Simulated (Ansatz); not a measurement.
# Y4S3N2 (C2/m):V_S (site 2), thermodynamic levels from a 54-atom cell

Aim: at which Fermi levels does V_S (site 2) in Y4S3N2 (C2/m) change its charge? The model is a cell of 54 host atoms with 1 S taken out.

Calculated with Ansatz 0.2.0; place-levels on PBEsol runs: charge-transition levels and formation energies with image-charge correction and potential alignment at the atomic sites.

## 1. Starting point

The cell holds 53 atoms: 24 Y, 17 S and 12 N. Its edges and angles: a = 12.778 Å, b = 11.374 Å, c = 9.763 Å, α = 90.0°, β = 128.5°, γ = 90.0°. It derives from Y4S3N2 (space group C2/m). Nearest the centre at fractional (0.500, 0.500, 0.000): Y40 at 2.77 Å, Y23 at 2.77 Å, Y43 at 2.77 Å, Y26 at 2.77 Å, Y19 at 2.84 Å, Y22 at 2.84 Å, N51 at 3.36 Å, N33 at 3.36 Å.

As a file:

```xyz
53
Lattice="12.7781 0.0000 -0.0248 0.0000 11.3745 0.0000 -6.0606 0.0000 7.6537" Properties=species:S:1:pos:R:3 pbc="T T T"
Y    -0.6153    1.8957    4.9602
Y     5.7738    0.0000    4.9478
Y     0.9438    0.0000    2.6811
Y     7.3328    1.8957    2.6687
Y     4.6955    0.0000    1.0893
Y    11.0845    1.8957    1.0769
Y    -4.3670    1.8957    6.5520
Y     2.0220    0.0000    6.5396
S     0.0000    0.0000    0.0000
S     6.3891    1.8957   -0.0124
S    -2.5264    0.0000    5.9982
S     3.8626    1.8957    5.9858
S     2.8549    1.8957    1.6431
S     9.2440    0.0000    1.6307
N    -0.3467    1.8957    2.7567
N     6.0423    0.0000    2.7443
N     0.6752    0.0000    4.8846
N     7.0643    1.8957    4.8722
Y    -0.6153    5.6872    4.9602
Y     5.7738    3.7915    4.9478
Y     0.9438    3.7915    2.6811
Y     7.3328    5.6872    2.6687
Y     4.6955    3.7915    1.0893
Y    11.0845    5.6872    1.0769
Y    -4.3670    5.6872    6.5520
Y     2.0220    3.7915    6.5396
S     0.0000    3.7915    0.0000
S    -2.5264    3.7915    5.9982
S     3.8626    5.6872    5.9858
S     2.8549    5.6872    1.6431
S     9.2440    3.7915    1.6307
N    -0.3467    5.6872    2.7567
N     6.0423    3.7915    2.7443
N     0.6752    3.7915    4.8846
N     7.0643    5.6872    4.8722
Y    -0.6153    9.4787    4.9602
Y     5.7738    7.5830    4.9478
Y     0.9438    7.5830    2.6811
Y     7.3328    9.4787    2.6687
Y     4.6955    7.5830    1.0893
Y    11.0845    9.4787    1.0769
Y    -4.3670    9.4787    6.5520
Y     2.0220    7.5830    6.5396
S     0.0000    7.5830    0.0000
S     6.3891    9.4787   -0.0124
S    -2.5264    7.5830    5.9982
S     3.8626    9.4787    5.9858
S     2.8549    9.4787    1.6431
S     9.2440    7.5830    1.6307
N    -0.3467    9.4787    2.7567
N     6.0423    7.5830    2.7443
N     0.6752    7.5830    4.8846
N     7.0643    9.4787    4.8722
```

The host's dielectric constants go in as inputs: (6.75, 7.00, 6.49) for the electrons alone, principal values (12.97, 15.04, 17.01) with the ions, from a response run on this crystal (DFPT, PBEsol) at that run's own cell.

The cell's shortest repeat is 9.8 Å.

## 2. Charge states

A transition level is the Fermi level at which two charge states cost the same, so each charge needs its own total energy, at its own relaxed structure.

Each atom starts 0.05 Å or so off its site in a random direction: a symmetric start keeps its symmetry, and would miss off-centre moves and Jahn–Teller distortions. Forces are taken at one point at (¼, ¼, ¼). The cell holds 1 electron more than the neutral one, with a uniform background that keeps it neutral on the whole. The electron count is odd, so at least one spin is unpaired; this run locks the moment at 1 μB.

The sampling was tested on the host first: at the k-points planned (1x1x1 shifted 0.25 0.25 0.25) its energy lies 0.005 eV an atom from the dense-mesh value, under the bound of 0.02 eV set for this test; that bounds the host's error, not the defect's.

One state's input; the others differ in charge, spin, start and seed, and in occupations where the table says so.

Input file qm1_M1.relax/input.yaml:

```yaml
crystal:
  lattice:
    - [12.7781342, 0.0, -0.02476512]
    - [0.0, 11.37446654, 0.0]
    - [-6.06062452, 0.0, 7.65368019]
  atoms:
    - { symbol: "Y", position: [0.25962613, 0.16666667, 0.64891759] }
    - { symbol: "Y", position: [0.75962613, 0.0, 0.64891759] }
    - { symbol: "Y", position: [0.24037387, 0.0, 0.35108241] }
    - { symbol: "Y", position: [0.74037387, 0.16666667, 0.35108241] }
    - { symbol: "Y", position: [0.43563346, 0.0, 0.14373379] }
    - { symbol: "Y", position: [0.93563346, 0.16666667, 0.14373379] }
    - { symbol: "Y", position: [0.06436654, 0.16666667, 0.85626621] }
    - { symbol: "Y", position: [0.56436654, 0.0, 0.85626621] }
    - { symbol: S, position: [0.0, 0.0, 0.0] }
    - { symbol: S, position: [0.5, 0.16666667, 0.0] }
    - { symbol: S, position: [0.17425596, 0.0, 0.78426089] }
    - { symbol: S, position: [0.67425596, 0.16666667, 0.78426089] }
    - { symbol: S, position: [0.32574404, 0.16666667, 0.21573911] }
    - { symbol: S, position: [0.82574404, 0.0, 0.21573911] }
    - { symbol: "N", position: [0.14391518, 0.16666667, 0.36064226] }
    - { symbol: "N", position: [0.64391518, 0.0, 0.36064226] }
    - { symbol: "N", position: [0.35608482, 0.0, 0.63935774] }
    - { symbol: "N", position: [0.85608482, 0.16666667, 0.63935774] }
    - { symbol: "Y", position: [0.25962613, 0.5, 0.64891759] }
    - { symbol: "Y", position: [0.75962613, 0.33333333, 0.64891759] }
    - { symbol: "Y", position: [0.24037387, 0.33333333, 0.35108241] }
    - { symbol: "Y", position: [0.74037387, 0.5, 0.35108241] }
    - { symbol: "Y", position: [0.43563346, 0.33333333, 0.14373379] }
    - { symbol: "Y", position: [0.93563346, 0.5, 0.14373379] }
    - { symbol: "Y", position: [0.06436654, 0.5, 0.85626621] }
    - { symbol: "Y", position: [0.56436654, 0.33333333, 0.85626621] }
    - { symbol: S, position: [0.0, 0.33333333, 0.0] }
    - { symbol: S, position: [0.17425596, 0.33333333, 0.78426089] }
    - { symbol: S, position: [0.67425596, 0.5, 0.78426089] }
    - { symbol: S, position: [0.32574404, 0.5, 0.21573911] }
    - { symbol: S, position: [0.82574404, 0.33333333, 0.21573911] }
    - { symbol: "N", position: [0.14391518, 0.5, 0.36064226] }
    - { symbol: "N", position: [0.64391518, 0.33333333, 0.36064226] }
    - { symbol: "N", position: [0.35608482, 0.33333333, 0.63935774] }
    - { symbol: "N", position: [0.85608482, 0.5, 0.63935774] }
    - { symbol: "Y", position: [0.25962613, 0.83333333, 0.64891759] }
    - { symbol: "Y", position: [0.75962613, 0.66666667, 0.64891759] }
    - { symbol: "Y", position: [0.24037387, 0.66666667, 0.35108241] }
    - { symbol: "Y", position: [0.74037387, 0.83333333, 0.35108241] }
    - { symbol: "Y", position: [0.43563346, 0.66666667, 0.14373379] }
    - { symbol: "Y", position: [0.93563346, 0.83333333, 0.14373379] }
    - { symbol: "Y", position: [0.06436654, 0.83333333, 0.85626621] }
    - { symbol: "Y", position: [0.56436654, 0.66666667, 0.85626621] }
    - { symbol: S, position: [0.0, 0.66666667, 0.0] }
    - { symbol: S, position: [0.5, 0.83333333, 0.0] }
    - { symbol: S, position: [0.17425596, 0.66666667, 0.78426089] }
    - { symbol: S, position: [0.67425596, 0.83333333, 0.78426089] }
    - { symbol: S, position: [0.32574404, 0.83333333, 0.21573911] }
    - { symbol: S, position: [0.82574404, 0.66666667, 0.21573911] }
    - { symbol: "N", position: [0.14391518, 0.83333333, 0.36064226] }
    - { symbol: "N", position: [0.64391518, 0.66666667, 0.36064226] }
    - { symbol: "N", position: [0.35608482, 0.66666667, 0.63935774] }
    - { symbol: "N", position: [0.85608482, 0.83333333, 0.63935774] }
  host:
    repeats: [1, 3, 1]
    atoms:
      - { symbol: "Y", position: [0.25962613, 0.5, 0.64891759] }
      - { symbol: "Y", position: [0.75962613, 0.0, 0.64891759] }
      # ... 16 more atoms of the perfect host
total_charge: -1
basis:
  ecutwfc: 420
  xc_grid: 2
hamiltonian:
  xc: pbesol
kpoints:
  mp_grid: { grid: [1, 1, 1], shift: [0.25, 0.25, 0.25] }
magnetization:
  spin_polarized: true
  initial_magnetization: 1
  spin_locking: { lock_magnetization: hard }
scf:
  occupations: { method: fixed }
  max_iter: 80
output:
  forces: true
  charged_corrections:
    epsilon: [6.75, 7.0, 6.49]
    static_epsilon: [[14.06, 0.0, 1.03], [0.0, 17.01, 0.0], [1.03, 0.0, 13.95]]
    defect_position: [0.5, 0.5, 0.0]
relax:
  f_tol: 0.02
  max_steps: 80
  random_displacement: { amplitude: 0.05, seed: 5997 }
checkpoint:
  write: "../qm1_M1.relax.run"
  compress: false
  write_wavefunctions: true
  write_every: 100000
```

Launch:

```
$ ansatz run input.yaml --threads 4 --pin off --max-ram 7536MiB --backend cpu --events-out ev --progress --plain --runs-dir out
```

The relaxed structure is kept and the sampling changed to a 2×2×2 shifted mesh.

The run of this state that the levels use, under PBEsol:

Input file qm1_M1.point/input.yaml:

```yaml
crystal:
  checkpoint: "../qm1_M1.relax.run"
  host: checkpoint
total_charge: -1
basis:
  ecutwfc: 420
  xc_grid: 2
hamiltonian:
  xc: pbesol
kpoints:
  mp_grid: { grid: [2, 2, 2], shift: [0.5, 0.5, 0.5] }
magnetization:
  spin_polarized: true
  initial_magnetization: 1
  spin_locking: { lock_magnetization: hard }
scf:
  occupations: { method: fermi_dirac, width: 0.01 }
  max_iter: 80
output:
  forces: true
  eigenvalues: true
  charged_corrections:
    epsilon: [6.75, 7.0, 6.49]
    static_epsilon: [[14.06, 0.0, 1.03], [0.0, 17.01, 0.0], [1.03, 0.0, 13.95]]
    defect_position: [0.5, 0.5, 0.0]
  eigenstates: { localisation: true }
  populations: true
  efg: {}
  band_densities: [{ bands: [v1, v1] }, { bands: [c1, c1] }]
  write_density: true
  write_potential: true
  volumetric_format: npy
checkpoint:
  read: "../qm1_M1.relax.run"
  write: "../qm1_M1.point.run"
  compress: false
  write_wavefunctions: false
  write_every: 100000
```

Relaxations under PBEsol at one point at (¼, ¼, ¼); times on 4 threads of Arm Neoverse V1, shared host:

```
charge  moment (μB)  occupations    outcome  steps  largest displacement against the far atoms (Å)     time
    −1            1        fixed  converged      4                                            0.04  2.4 min
     0            0        fixed  converged      5                                            0.04     72 s
    +1            1        fixed  converged      5                                            0.08  2.4 min
    +2            0        fixed  converged      5                                            0.18     73 s
     0            2        fixed  converged      5                                            0.08  2.8 min
```

Single points under PBEsol at a 2×2×2 shifted mesh; times on 4 threads of Arm Neoverse V1, shared host:

```
charge  moment (μB)  occupations    outcome     time
    −1            1  fermi-dirac  converged  3.6 min
     0            0  fermi-dirac  converged     99 s
    +1            1  fermi-dirac  converged  3.2 min
    +2            0  fermi-dirac  converged  1.7 min
     0            2  fermi-dirac  converged  3.6 min
```

Distances (Å) from the ideal centre to the nearest atoms after relaxation with PBEsol:

```
charge  moment (μB)      1.      2.      3.      4.      5.      6.
    −1            1  Y 2.76  Y 2.77  Y 2.77  Y 2.77  Y 2.81  Y 2.82
     0            0  Y 2.76  Y 2.76  Y 2.76  Y 2.77  Y 2.82  Y 2.83
     0            2  Y 2.85  Y 2.85  Y 2.85  Y 2.85  Y 2.88  Y 2.88
    +1            1  Y 2.85  Y 2.85  Y 2.85  Y 2.85  Y 2.88  Y 2.88
    +2            0  Y 2.95  Y 2.95  Y 2.95  Y 2.95  Y 2.95  Y 2.95
```

(Part 1 of 2 ends here.)

[Logs are printed without paths, hosts, clocks, repeated set-up lines and the standing remarks that a program may print on its own settings, such as how far it seeks lower states.]

[Hosts, paths, dates, database ids (printed as entryN), source tags and the programs' standing remarks are cut or masked in the printed files.]

[Where a table of states has a column of steps, it counts the stored structures, which are thinned; the runs took as many ionic steps or more.]

[A defect's name tells the site on which it was built; relaxed atoms can leave that site.]

[For some hosts the program warned that the k-mesh of the response run may be too coarse for force constants and the static dielectric constant; such warnings are not shown here.]
